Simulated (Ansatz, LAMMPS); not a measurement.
# Elastic response of annealed Voronoi polycrystal of C with 5 % Si on C sites (3 grains at the start) (234 atoms): runs compared

Aim: relax annealed Voronoi polycrystal of C with 5 % Si on C sites (3 grains at the start) (234 atoms), then change its volume to read the bulk modulus from the stress.

Computed with Ansatz 0.2.0: Kohn-Sham DFT, LDA, PAW (set soft_2), plane waves.

## Step 1: The cell as built

The cell holds 234 atoms: 222 C and 12 Si. Its edges and angles: a = 13.634 Å, b = 12.026 Å, c = 11.425 Å, α = 90.0°, β = 90.0°, γ = 90.0°. It derives from C (diamond C) and Si. 3 grains of diamond C (a = 3.566 Å), 5 % of C replaced at random by Si at random centres and orientations, cut by Voronoi cells in a periodic box, atoms closer than 1.11 Å removed; annealed 20 ps at 3040 K with the Tersoff potential (Tersoff, Phys. Rev. B 39, 5566 (1989)), cooled to 300 K. Minimised at fixed cell.

What the set-up can't give: The network of bonds at the start is that of the classical potential that made the cell, and needn't be the one that DFT or experiment would give. Sampling is at Γ alone.

## Step 2: The reference run

The reference is a single point at the end of the relaxation.

Every strained cell starts from the geometry of this run, and its atoms are relaxed with the cell held.

Its input, with most atom lines left out:

```yaml
crystal:
  lattice:
    - [13.43746, -0.05933, 0.06815]
    - [-0.05233, 11.56672, -0.10467]
    - [0.05711, -0.09944, 11.35613]
  atoms:
    - { symbol: C, position: [0.96871, 0.34474, 0.36337] }
    - { symbol: C, position: [0.04548, 0.13009, 0.155] }
    - { symbol: C, position: [0.66231, 0.3814, 0.49245] }
    - { symbol: C, position: [0.74264, 0.31426, 0.4286] }
    - { symbol: C, position: [0.6529, 0.22075, 0.70181] }
    - { symbol: C, position: [0.67596, 0.19013, 0.58856] }
    - { symbol: Si, position: [0.67758, 0.19007, 0.36535] }
    [... atom lines 8 to 234 left out ...]
kpoints:
  mp_grid: { grid: [1, 1, 1] }
hamiltonian:
  xc: lda
scf:
  occupations: { method: fermi_dirac, width: 0.025 }
output:
  forces: true
  stress: true
  populations: true
  dos:
    method: { smearing: { sigma: 0.15 } }
    de: 0.1
    projected: { site_lists: { C: [C], Si: [Si] } }
  eigenvalues: true
  write_density: true
  write_potential: true
  volumetric_format: npy
  elf: true
```

```
free energy per atom   : -261.0339 eV/atom
r.m.s. force component : 0.00413 eV/Å
pressure               : 0.003795 GPa
```

Counting bands leaves a spacing of only 0.073 eV (at Γ alone), which the smearing bridges: 3 levels are partly filled by over 2 %, so a gap, if any, is small at this level.

## Step 3: The runs

Each row is one run, on 4 threads of AMD EPYC 9R45, shared host. The free energy is the program's total, comparable only between runs with the same functional, potentials and atoms.

```tsv
run	atoms	outcome	ionic steps, all passes	free energy (eV)	time	host memory (GiB)
Single point at the start	234	converged	-	-61021.129	9.9 s	3.2
Cell and atoms relaxed	234	converged	56	-61081.935	11 min	3.4
Single point at the relaxed geometry	234	converged	-	-61081.935	24 s	3.1
Volume -3 %	234	converged	7	-61080.766	85 s	3.0
Volume +3 %	234	converged	8	-61080.857	1.9 min	3.2
Volume -6 %	234	converged	62	-61079.454	13 min	2.9
Volume +6 %	234	converged	49	-61081.047	11 min	3.2
Volume -10 %	234	cut at the time limit	33	-61070.963	6.4 min	2.9
```

In some runs the program notes that the SCF threshold is loose for the stress.

## Step 4: Pressure against volume

Atoms are relaxed at each volume, in the scaled cell.

```tsv
volume change (%)	volume (Å³/atom)	energy change (meV/atom)	pressure (GPa)	largest move on relaxing (Å)	bonds
-6	7.090	10.60	13.13	0.70	-
-3	7.316	4.99	7.25	0.09	-
+0	7.542	0.00	0.00	-	-
+3	7.768	4.61	-6.47	0.10	-
+6	7.995	3.79	-9.04	0.81	-
```

## Step 5: Outcome

The bulk modulus, from the slope of pressure against ln V over the three points nearest the relaxed volume, is 229 GPa; between neighbouring points the slope runs 187, 238, 219 and 90 GPa from the smallest volume up, without a steady fall, so no pressure derivative is given. At -6 % and +6 % some atom moved by over 0.5 Å on relaxing, so those points may sit in another local minimum.

Caveats: Strains are finite and relaxations stop at the force tolerance of the input, which can leave moduli too stiff; they are those of a static cell at zero temperature. Volumes are changed with the cell's shape held, so in an anisotropic solid the modulus lies over the one under free hydrostatic load. The program notes that the SCF threshold of the relaxations is loose for the stress.

The DFT runs together took 45 min of wall time.

[Logs are printed without paths, hosts, clocks, repeated set-up lines and the standing remarks that a program may print on its own settings, such as how far it seeks lower states.]

[Hosts, paths, dates, database ids (printed as entryN), source tags and the programs' standing remarks are cut or masked in the printed files.]
